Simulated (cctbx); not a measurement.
# Reading a Patterson map

Space group Fmmm (no. 69), a = 5.5850 Å, b = 5.7240 Å, c = 12.3190 Å, α = 90.00°, β = 90.00°, γ = 90.00°, content Bi8 Cd4 Fe8.

Simulated single-crystal data (cctbx): Ag Kα, λ = 0.56087 Å, to d = 0.6 Å, 70 % of the full sphere, strongest reflection 20000 counts, noise from counting, a 6 % proportional error and a noise floor of 4 counts (s.d.); no absorption, some extinction.

Patterson synthesis from sharpened amplitudes, origin scaled to 1000:

```text
Patterson group F m m m
      u       v       w   height  length (A)
  0.000   0.000   0.000   1000.0     0.00
  0.000   0.000   0.275    425.1     3.39
  0.000   0.000   0.362    363.3     4.46
  0.250   0.250   0.114    162.8     2.44
  0.250   0.250   0.250     61.4     3.67
  0.103   0.100   0.026     46.3     0.87
  0.000   0.076   0.060     45.4     0.86
  0.000   0.152   0.000     40.8     0.87
  0.152   0.000   0.000     39.1     0.85
  0.083   0.000   0.059     37.8     0.87
  0.156   0.160   0.500     36.6     6.29
  0.000   0.000   0.500     34.6     6.16
  0.101   0.067   0.319     31.3     3.98
  0.155   0.155   0.136     29.3     2.09
```

Q: Assign the vectors.

A peak at u stands for all pairs with xi − xj = u, with weight Σ ZiZj against Σ Z² = 69736 at the origin. Peak heights follow these weights only roughly, since form factors, motion and series ripples differ, all vectors within 0.55 Å of a peak are counted as merged into it though the farther ones add only part of their weight, and F(000) is left out, which lowers the whole map:

| u | v | w | shortest length (Å) | height | 1000 ΣZiZj/ΣZ² | pairs in the cell |
| --- | --- | --- | --- | --- | --- | --- |
| 0.000 | 0.000 | 0.275 | 3.39 | 425 | 395 | 4 × Bi–Bi |
| 0.000 | 0.000 | 0.362 | 3.27 | 363 | 457 | 8 × Bi–Cd |
| 0.250 | 0.250 | 0.114 | 2.44 | 163 | 248 | 8 × Bi–Fe |
| 0.250 | 0.250 | 0.250 | 3.67 | 61 | 143 | 8 × Cd–Fe |
| 0.103 | 0.100 | 0.026 | 0.87 | 46 | 0 | none within 0.55 Å |
| 0.000 | 0.076 | 0.060 | 0.86 | 45 | 0 | none within 0.55 Å |

The table stops at ten peaks or at a height of 45, below which ripples compete. In the model behind the data Bi, the heaviest element, has 1 independent site: (1/2, 0, 0.1376), up to an allowed shift of origin; the Bi–Bi vectors are differences of these positions and their symmetry mates. The whole model:

```
atom  mult.    x    y       z  Ueq (Å²)
 Bi1      8  1/2    0  0.1376    0.0057
 Cd1      4    0    0       0    0.0079
 Fe1      8  3/4  3/4     1/4    0.0082
```

This is a model crystal, built by substitution and not relaxed, with assumed displacement parameters.

[Logs are printed without paths, hosts, clocks, repeated set-up lines and the standing remarks that a program may print on its own settings, such as how far it seeks lower states.]
